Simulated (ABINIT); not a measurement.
## Beyond one shot: Ca2H6Os (Fm-3m)

Wanted: G0W0 and self-consistent gaps of Ca2H6Os (Fm-3m), with the cost of the cycles.

Main program and level: ABINIT 10.8.3; PBEsol and many-body steps on it, plane waves.

## Step 1: The structure

Symmetry: Fm-3m, No. 225, cubic system. The conventional cell has a = 7.230 Å, b = 7.230 Å, c = 7.230 Å, α = 90.00°, β = 90.00°, γ = 90.00°. Nearest to Ca lie 12 H at 2.56 Å. H has 1 Os at 1.71 Å and 4 H at 2.42 Å and 4 Ca at 2.56 Å nearest. Nearest to Os lie 6 H at 1.71 Å. Farther neighbours are not listed.

The cell and positions are those that the Materials Project relaxed with its own functionals (PBE, PBE+U or r2SCAN), kept fixed. Spin-orbit coupling is left out unless a step names it.

## Step 2: Empty states on the mesh, 2×2×2 mesh, 91 bands

This step: ABINIT 10.8.3; DFT, PBEsol, plane waves, norm-conserving pseudopotentials.

The sums over transitions need many empty states on a uniform mesh; this step solves for them.

run.abi

```
acell 3*1.0 Angstrom
rprim 
  -0.000000000000 3.614821300000 3.614821300000
  3.614821300000 -0.000000000000 3.614821300000
  3.614821300000 3.614821300000 -0.000000000000
ntypat 3
znucl 20 1 76
natom 9
typat 1 1 2 2 2 2 2 2 3
xred 
  0.250000000000 0.250000000000 0.250000000000
  0.750000000000 0.750000000000 0.750000000000
  0.762819760000 0.237180240000 0.237180240000
  0.237180240000 0.762819760000 0.762819760000
  0.237180240000 0.762819760000 0.237180240000
  0.762819760000 0.237180240000 0.762819760000
  0.237180240000 0.237180240000 0.762819760000
  0.762819760000 0.762819760000 0.237180240000
  0.000000000000 0.000000000000 0.000000000000
pp_dirpath "pseudos"
pseudos "Ca.upf, H.upf, Os.upf"
ecut 33
ngkpt 2 2 2
nshiftk 1
shiftk 0 0 0
kptopt 1
chksymbreak 0
iscf -2
irdden 1
istwfk *1
nband 91
nbdbuf 8
tolwfr 1e-09
nstep 60
prtvol 0
indata_prefix "in"
outdata_prefix "out"
tmpdata_prefix "tmp"
```

On the command line:

```sh
$ OMP_NUM_THREADS=1 mpirun -n 4 abinit run.abi > log
```

Numbers of over 12 decimals in the logs are rounded to 6 here.

Log:

```text
.Version 10.8.3 of ABINIT. v10.8.2 released Aug 2026.

 Symmetries : space group Fm -3 m (#225); Bravais cF (face-center cubic)
[... echo of the input left out ...]
== DATASET  1 ==================================================================
-   mpi_nproc: 4, omp_nthreads: 1 (-1 if OMP is not activated)
-    --> not optimal distribution: autoparal keyword recommended in input file <--

--- !DatasetInfo
iteration_state: {dtset: 1, }
dimensions: {natom: 9, nkpt: 3, mband: 91, nsppol: 1, nspinor: 1, nspden: 1, mpw: 5817, }
cutoff_energies: {ecut:  33.0, pawecutdg:  -1.0, }
[...]
1.31660    1.34500    1.34500    1.34500    1.39434    1.39434    1.39434    1.40188
   1.40188    1.45546    1.45546    1.45546    1.53447    1.57389    1.57389    1.57389
   1.57958    1.65739    1.65937
 prteigrs : prtvol=0 or 1, do not print more k-points.

== END DATASET(S) ==============================================================
================================================================================

 -outvars: echo values of variables after computation  --------
            nband          91
             nkpt           3
          spgroup         225
 [... the other variables as echoed above ...]

 Calculation completed.
```

Run time: 14 s. Hardware: 4 MPI ranks of Arm Neoverse V2, shared host; peak memory 0.34 GiB.

This step gave:

```
gap                                                           : 2.604 eV
k of the valence top                                          : 0.5, 0.5, 0
k of the conduction bottom                                    : 0.5, 0.5, 0
least direct gap                                              : 2.604 eV
k points computed                                             : 3
lowest point of the top converged band, above the valence top : 34.99 eV
```

On this mesh the gap is 2.604 eV.

The density comes from a self-consistent run that is not shown.

## Step 3: Screening, 2×2×2 mesh, 83 bands, screening to 106.1 eV

The RPA dielectric matrix is built and inverted for each q.

This step: RPA screening on PBEsol, plane waves, norm-conserving pseudopotentials.

Edit run.abi of step 2 so:

```diff
@@ -27,10 +27,11 @@
 chksymbreak 0
-iscf -2
-irdden 1
 istwfk *1
-nband 91
-nbdbuf 8
-tolwfr 1e-09
-nstep 60
-prtvol 0
+occopt 1
+irdwfk 1
+optdriver 3
+nband 83
+ecuteps 3.9
+inclvkb 2
+awtr 1
+symchi 1
 indata_prefix "in"
```

Log:

```text
.Version 10.8.3 of ABINIT. v10.8.2 released Aug 2026.

 Symmetries : space group Fm -3 m (#225); Bravais cF (face-center cubic)
[... echo of the input left out ...]
== DATASET  1 ==================================================================
-   mpi_nproc: 4, omp_nthreads: 1 (-1 if OMP is not activated)

--- !DatasetInfo
iteration_state: {dtset: 1, }
dimensions: {natom: 9, nkpt: 3, mband: 83, nsppol: 1, nspinor: 1, nspden: 1, mpw: 5817, }
cutoff_energies: {ecut:  33.0, pawecutdg:  -1.0, }
electrons: {nelect:   4.20000000E+01, charge:   0.00000000E+00, occopt:   1.00000000E+00, tsmear:   1.00000000E-02, }

 SCREENING: Calculation of the susceptibility and dielectric matrices

 Based on a program developped by R.W. Godby, V. Olevano, G. Onida, and L. Reining.
 Incorporated in ABINIT by V. Olevano, G.-M. Rignanese, and M. Torrent.
.Using double precision arithmetic ; gwpc =  8

[... cell and pseudopotentials left out ...]
--------------------------------------------------------------------------------

 ==== K-mesh for the wavefunctions ====
 Number of points in the irreducible wedge :     3
[... list of points left out ...]
 Together with 48 symmetry operations and time-reversal symmetry
 yields     8 points in the full Brillouin Zone.

 ==== Q-mesh for the screening function ====
 Number of points in the irreducible wedge :     3
[... list of points left out ...]
 Together with 48 symmetry operations and time-reversal symmetry
 yields     8 points in the full Brillouin Zone.

 setmesh: FFT mesh size selected  =    36x   36x   36
          total number of points  =        46656

 vcoul_init : cutoff-mode = AUXILIARY_FUNCTION
 q-points for optical limit:   1
     1)      0.000010    0.000020    0.000030

- screening: taking advantage of time-reversal symmetry
- Maximum band index for partially occupied states nbvw = 21
- Remaining bands to be divided among processors   nbcw = 62
- Number of bands treated by each node ~15

 Number of electrons calculated from density =   42.0000; Expected =   42.0000
 average of density, n =  0.065881
 r_s =    1.5360
 omega_plasma =   24.7592 [eV]

 calculating chi0 at frequencies [eV] :
  1    0.000000E+00    0.000000E+00
  2    0.000000E+00    2.475921E+01

--------------------------------------------------------------------------------
  q-point number  1        q = ( 0.000000, 0.000000, 0.000000) [r.l.u.]
--------------------------------------------------------------------------------
[... chi0 elements left out ...]
 For q-point:  0.000010 0.000020 0.000030
  dielectric constant =   4.7279
  dielectric constant without local fields =   5.7224

  Average fulfillment of the sum rule on Im[epsilon] for q-point    1 :     53.43  [%]
[... wings left out ...]
  q-point number  2        q = ( 0.500000, 0.000000, 0.000000) [r.l.u.]
--------------------------------------------------------------------------------
[... chi0 elements left out ...]
  Average fulfillment of the sum rule on Im[epsilon] for q-point    2 :     61.84  [%]

 [... 1 further q-points ...]
```

The job ended after 8.7 s (4 MPI ranks; peak memory 1.1 GiB).

Numbers from this step:

```yaml
eps_infinity_with_local_fields_on_this_mesh_along_the_program_s_q_direction: 4.728
the_same_without_local_fields: 5.722
plasma_frequency: 24.76 eV
plane_waves_in_the_screening_matrix: 259
```

Local fields lower ε∞ by 17 %. On a Γ-centred mesh this coarse the value itself is usually too large, while a short band sum pulls it down.

## Step 4: G0W0

The self-energy is evaluated for the states that the input lists, and the levels follow from it, in one-shot runs by the linearised quasiparticle equation.

This step: G0W0 on PBEsol, plane waves, norm-conserving pseudopotentials.

Edit run.abi of step 3 so:

```diff
@@ -30,8 +30,17 @@
 irdwfk 1
-optdriver 3
+optdriver 4
 nband 83
+gwcalctyp 0
+ecutsigx 33
+symsigma 1
+nkptgw 2
+kptgw 
+  0.5000000000 0.5000000000 0.0000000000
+  0.0000000000 0.0000000000 0.0000000000
+bdgw 
+  20 23
+  19 23
 ecuteps 3.9
-inclvkb 2
-awtr 1
-symchi 1
+irdscr 1
+ppmodel 1
 indata_prefix "in"
```

Log:

```text
.Version 10.8.3 of ABINIT. v10.8.2 released Aug 2026.

 Symmetries : space group Fm -3 m (#225); Bravais cF (face-center cubic)
[... echo of the input left out ...]
== DATASET  1 ==================================================================
-   mpi_nproc: 4, omp_nthreads: 1 (-1 if OMP is not activated)

--- !DatasetInfo
iteration_state: {dtset: 1, }
dimensions: {natom: 9, nkpt: 3, mband: 83, nsppol: 1, nspinor: 1, nspden: 1, mpw: 5817, }
cutoff_energies: {ecut:  33.0, pawecutdg:  -1.0, }
electrons: {nelect:   4.20000000E+01, charge:   0.00000000E+00, occopt:   1.00000000E+00, tsmear:   1.00000000E-02, }

 SIGMA: Calculation of the GW corrections

 Based on a program developped by R.W. Godby, V. Olevano, G. Onida, and L. Reining.
 Incorporated in ABINIT by V. Olevano, G.-M. Rignanese, and M. Torrent.
.Using double precision arithmetic ; gwpc =  8

[... cell and pseudopotentials left out ...]
--------------------------------------------------------------------------------

 ==== K-mesh for the wavefunctions ====
 Number of points in the irreducible wedge :     3
[... list of points left out ...]
 Together with 48 symmetry operations and time-reversal symmetry
 yields     8 points in the full Brillouin Zone.

 ==== Q-mesh for screening function ====
 Number of points in the irreducible wedge :     3
[... list of points left out ...]
 Together with 48 symmetry operations and time-reversal symmetry
 yields     8 points in the full Brillouin Zone.

 vcoul_init : cutoff-mode = AUXILIARY_FUNCTION
 q-points for optical limit:   1
     1)      0.000010    0.000020    0.000030
 setmesh: FFT mesh size selected  =    50x   50x   50
          total number of points  =       125000

 Number of electrons calculated from density =   42.0000; Expected =   42.0000
 average of density, n =  0.065881
 r_s =    1.5360
 omega_plasma =   24.7592 [eV]

 === KS Band Gaps ===
  >>>> For spin  1
   Minimum direct gap =   2.6043 [eV], located at k-point      :   0.5000  0.5000  0.0000
   Fundamental gap    =   2.6043 [eV], Top of valence bands at :   0.5000  0.5000  0.0000
                                       Bottom of conduction at :   0.5000  0.5000  0.0000
 SIGMA fundamental parameters:
 PLASMON POLE MODEL  1
 number of plane-waves for SigmaX                 5817
 number of plane-waves for SigmaC and W            259
 number of plane-waves for wavefunctions          5817
 number of bands                                    83
 number of independent spin polarizations            1
 number of spinorial components                      1
 number of k-points in IBZ                           3
 number of q-points in IBZ                           3
 number of symmetry operations                      48
 number of k-points in BZ                            8
 number of q-points in BZ                            8
 number of frequencies for dSigma/dE                 9
 frequency step for dSigma/dE [eV]                0.25
 number of omega for Sigma on real axis              0
 max omega for Sigma on real axis  [eV]           0.00
 zcut for avoiding poles [eV]                     0.10

 EPSILON^-1 parameters (SCR file):
 dimension of the eps^-1 matrix on file            259
 dimension of the eps^-1 matrix used               259
 number of plane-waves for wavefunctions          5817
 number of bands                                    83
 number of q-points in IBZ                           3
 number of frequencies                               2
 number of real frequencies                          1
 number of imag frequencies                          1

 matrix elements of self-energy operator (all in [eV])

 Perturbative Calculation

--- !SelfEnergy_ee
iteration_state: {dtset: 1, }
kpoint     : [   0.500,    0.500,    0.000, ]
spin       : 1
KS_gap     :    2.604
QP_gap     :    3.836
Delta_QP_KS:    1.232
data: !SigmaeeData |
     Band     E0 <VxcDFT>   SigX SigC(E0)      Z dSigC/dE  Sig(E)    E-E0       E
       20   4.616 -17.054 -19.640   3.180   0.799  -0.252 -16.580   0.474   5.090
       21   4.616 -17.054 -19.640   3.180   0.799  -0.252 -16.580   0.474   5.090
       22   7.221 -13.746  -8.661  -3.028   0.829  -0.206 -12.040   1.706   8.927
       23   8.171 -12.329  -6.155  -3.738   0.831  -0.203 -10.304   2.025  10.195

--- !SelfEnergy_ee
iteration_state: {dtset: 1, }
kpoint     : [   0.000,    0.000,    0.000, ]
spin       : 1
KS_gap     :    4.543
QP_gap     :    6.528
Delta_QP_KS:    1.985
data: !SigmaeeData |
     Band     E0 <VxcDFT>   SigX SigC(E0)      Z dSigC/dE  Sig(E)    E-E0       E
       19   4.447 -16.649 -19.388   3.180   0.799  -0.252 -16.297   0.352   4.799
       20   4.447 -16.649 -19.388   3.180   0.799  -0.252 -16.297   0.352   4.799
       21   4.447 -16.649 -19.388   3.180   0.799  -0.252 -16.297   0.352   4.799
       22   8.990 -14.735  -8.063  -3.825   0.821  -0.218 -12.398   2.337  11.327
       23   8.990 -14.735  -8.063  -3.825   0.821  -0.218 -12.398   2.337  11.327

== END DATASET(S) ==============================================================
================================================================================

 -outvars: echo values of variables after computation  --------
           etotal      0.0000000000E+00
            nband          83
             nkpt           3
          spgroup         225
 [... the other variables as echoed above ...]

 Calculation completed.
```

The job ended after 4.9 s (4 MPI ranks; peak memory 0.74 GiB).

This step gave:

| Item | Value |
| --- | --- |
| G0W0 gap on the points computed | 3.837 eV |
| starting gap on the mesh | 2.604 eV |
| k of the valence top | 0.5, 0.5, 0 |
| k of the conduction bottom | 0.5, 0.5, 0 |
| Z at the valence top | 0.799 |
| Z at the conduction bottom | 0.829 |
| least direct G0W0 gap on the computed points | 3.837 eV |

The gap on the mesh goes from 2.60 eV to 3.84 eV, a correction of +1.23 eV.

## Step 5: evGW0, cycle 1

This step: evGW0 on PBEsol, plane waves, norm-conserving pseudopotentials.

Edit run.abi of step 4 so:

```diff
@@ -32,12 +32,14 @@
 nband 83
-gwcalctyp 0
+gwcalctyp 10
 ecutsigx 33
 symsigma 1
-nkptgw 2
+nkptgw 3
 kptgw 
+  0.0000000000 0.0000000000 0.0000000000
+  0.5000000000 0.0000000000 0.0000000000
   0.5000000000 0.5000000000 0.0000000000
-  0.0000000000 0.0000000000 0.0000000000
 bdgw 
-  20 23
-  19 23
+  13 29
+  13 29
+  13 29
 ecuteps 3.9
```

Log:

```text
.Version 10.8.3 of ABINIT. v10.8.2 released Aug 2026.

 Symmetries : space group Fm -3 m (#225); Bravais cF (face-center cubic)
[... echo of the input left out ...]
== DATASET  1 ==================================================================
-   mpi_nproc: 4, omp_nthreads: 1 (-1 if OMP is not activated)

--- !DatasetInfo
iteration_state: {dtset: 1, }
dimensions: {natom: 9, nkpt: 3, mband: 83, nsppol: 1, nspinor: 1, nspden: 1, mpw: 5817, }
cutoff_energies: {ecut:  33.0, pawecutdg:  -1.0, }
electrons: {nelect:   4.20000000E+01, charge:   0.00000000E+00, occopt:   1.00000000E+00, tsmear:   1.00000000E-02, }

 SIGMA: Calculation of the GW corrections

 Based on a program developped by R.W. Godby, V. Olevano, G. Onida, and L. Reining.
 Incorporated in ABINIT by V. Olevano, G.-M. Rignanese, and M. Torrent.
.Using double precision arithmetic ; gwpc =  8

[... cell and pseudopotentials left out ...]
--------------------------------------------------------------------------------

 ==== K-mesh for the wavefunctions ====
 Number of points in the irreducible wedge :     3
[... list of points left out ...]
 Together with 48 symmetry operations and time-reversal symmetry
 yields     8 points in the full Brillouin Zone.

 ==== Q-mesh for screening function ====
 Number of points in the irreducible wedge :     3
[... list of points left out ...]
 Together with 48 symmetry operations and time-reversal symmetry
 yields     8 points in the full Brillouin Zone.

 vcoul_init : cutoff-mode = AUXILIARY_FUNCTION
 q-points for optical limit:   1
     1)      0.000010    0.000020    0.000030
 setmesh: FFT mesh size selected  =    50x   50x   50
          total number of points  =       125000

 Number of electrons calculated from density =   42.0000; Expected =   42.0000
[...]
--- !SelfEnergy_ee
iteration_state: {dtset: 1, }
kpoint     : [   0.500,    0.000,    0.000, ]
spin       : 1
KS_gap     :    4.188
QP_gap     :    5.390
Delta_QP_KS:    1.202
data: !SigmaeeData |
     Band     E_DFT   <VxcDFT>   E(N-1)  <Hhartree>   SigX  SigC[E(N-1)]    Z     dSigC/dE  Sig[E(N)]  DeltaE  E(N)_pert E(N)_diago
[...]
--- !SelfEnergy_ee
iteration_state: {dtset: 1, }
kpoint     : [   0.500,    0.500,    0.000, ]
spin       : 1
KS_gap     :    2.604
QP_gap     :    3.836
Delta_QP_KS:    1.232
data: !SigmaeeData |
     Band     E_DFT   <VxcDFT>   E(N-1)  <Hhartree>   SigX  SigC[E(N-1)]    Z     dSigC/dE  Sig[E(N)]  DeltaE  E(N)_pert E(N)_diago
[...]
28    10.855   -15.386    10.855    26.241    -8.183    -3.950     0.816    -0.225   -12.731     2.655    13.511    14.108
       29    11.262   -15.968    11.262    27.230    -8.092    -4.229     0.813    -0.229   -13.002     2.966    14.228    14.908

 New Fermi energy :        2.662127E-01 Ha ,    7.244018E+00 eV

 === QP Band Gaps ===
  >>>> For spin  1
   Minimum direct gap =   4.0682 [eV], located at k-point      :   0.5000  0.5000  0.0000
   Fundamental gap    =   4.0682 [eV], Top of valence bands at :   0.5000  0.5000  0.0000
                                       Bottom of conduction at :   0.5000  0.5000  0.0000

 writing QP data on file : out_QPS

 Convergence of QP corrections
 >>>>> For spin  1 <<<<<
.  kptgw no:  1; Maximum DeltaE = (  -0.429   0.000) for band index: 16
.  kptgw no:  2; Maximum DeltaE = (  -0.711   0.000) for band index: 16
.  kptgw no:  3; Maximum DeltaE = (  -0.551   0.000) for band index: 17

== END DATASET(S) ==============================================================
================================================================================

 -outvars: echo values of variables after computation  --------
           etotal      0.0000000000E+00
            nband          83
             nkpt           3
          spgroup         225
 [... the other variables as echoed above ...]

 Calculation completed.
```

The job ended after 16 s (4 MPI ranks; peak memory 1.2 GiB).

This step gave:

| Property | Result |
| --- | --- |
| quasiparticle gap on the points computed | 4.068 eV |
| gap of the density functional on the mesh | 2.604 eV |
| k of the valence top | 0.5, 0.5, 0 |
| k of the conduction bottom | 0.5, 0.5, 0 |
| Z at the valence top | 0.799 |
| Z at the conduction bottom | 0.829 |
| least direct quasiparticle gap on the computed points | 4.068 eV |

Against G0W0 in ABINIT (2×2×2 mesh, 83 bands, screening to 106.1 eV, Godby-Needs plasmon pole), the gap moves by +0.231 eV. This first cycle still uses the starting levels; it takes the full correction, at all points of the mesh, and its linearised value is 3.837 eV.

## Step 6: evGW0, cycle 2

The corrected levels of the last cycle go back in.

Edit run.abi of step 5 so:

```diff
@@ -47,2 +47,3 @@
 ppmodel 1
+irdqps 1
 indata_prefix "in"
```

Log:

```text
.Version 10.8.3 of ABINIT. v10.8.2 released Aug 2026.

 Symmetries : space group Fm -3 m (#225); Bravais cF (face-center cubic)
[... echo of the input left out ...]
== DATASET  1 ==================================================================
-   mpi_nproc: 4, omp_nthreads: 1 (-1 if OMP is not activated)

--- !DatasetInfo
iteration_state: {dtset: 1, }
dimensions: {natom: 9, nkpt: 3, mband: 83, nsppol: 1, nspinor: 1, nspden: 1, mpw: 5817, }
cutoff_energies: {ecut:  33.0, pawecutdg:  -1.0, }
[...]
Convergence of QP corrections
 >>>>> For spin  1 <<<<<
.  kptgw no:  1; Maximum DeltaE = (   0.055  -0.000) for band index: 16
.  kptgw no:  2; Maximum DeltaE = (   0.015  -0.000) for band index: 16
.  kptgw no:  3; Maximum DeltaE = (   0.060  -0.000) for band index: 17

== END DATASET(S) ==============================================================
================================================================================

 -outvars: echo values of variables after computation  --------
           etotal      0.0000000000E+00
            nband          83
             nkpt           3
          spgroup         225
 [... the other variables as echoed above ...]

 Calculation completed.
```

The job ended after 16 s (4 MPI ranks; peak memory 1.2 GiB; 64 s of CPU time).

This step gave:

| Item | Value |
| --- | --- |
| quasiparticle gap on the points computed | 3.925 eV |
| gap of the density functional on the mesh | 2.604 eV |
| k of the valence top | 0.5, 0.5, 0 |
| k of the conduction bottom | 0.5, 0.5, 0 |
| least direct quasiparticle gap on the computed points | 3.925 eV |

Against the cycle before, the gap moves by −0.143 eV.

[end of part 1 of 3]

[Paths, hosts, dates, memory and timing lines, banners, echoed tables and standing remarks are left out of the program output.]

[Logs are printed without paths, hosts, clocks, repeated set-up lines and the standing remarks that a program may print on its own settings, such as how far it seeks lower states.]

[Runs of the session that timed out or met a known fault of the program may be left out.]

[No measured gap is set beside runs whose start may be inverted or whose files or cutoffs have a known fault.]

[Loops that did not settle are left out.]

[Hosts, paths, dates, database ids (printed as entryN), source tags and the programs' standing remarks are cut or masked in the printed files.]

[G0W0 gaps are taken among the corrected bands and points alone; a level outside them can change the order at an edge.]

[Where Ansatz stands beside ABINIT at settings called matched, ABINIT's density can come from a denser mesh and the files from another edition; pairs whose starting gaps differed by over 0.03 eV were left out, so agreement reads better than it is.]
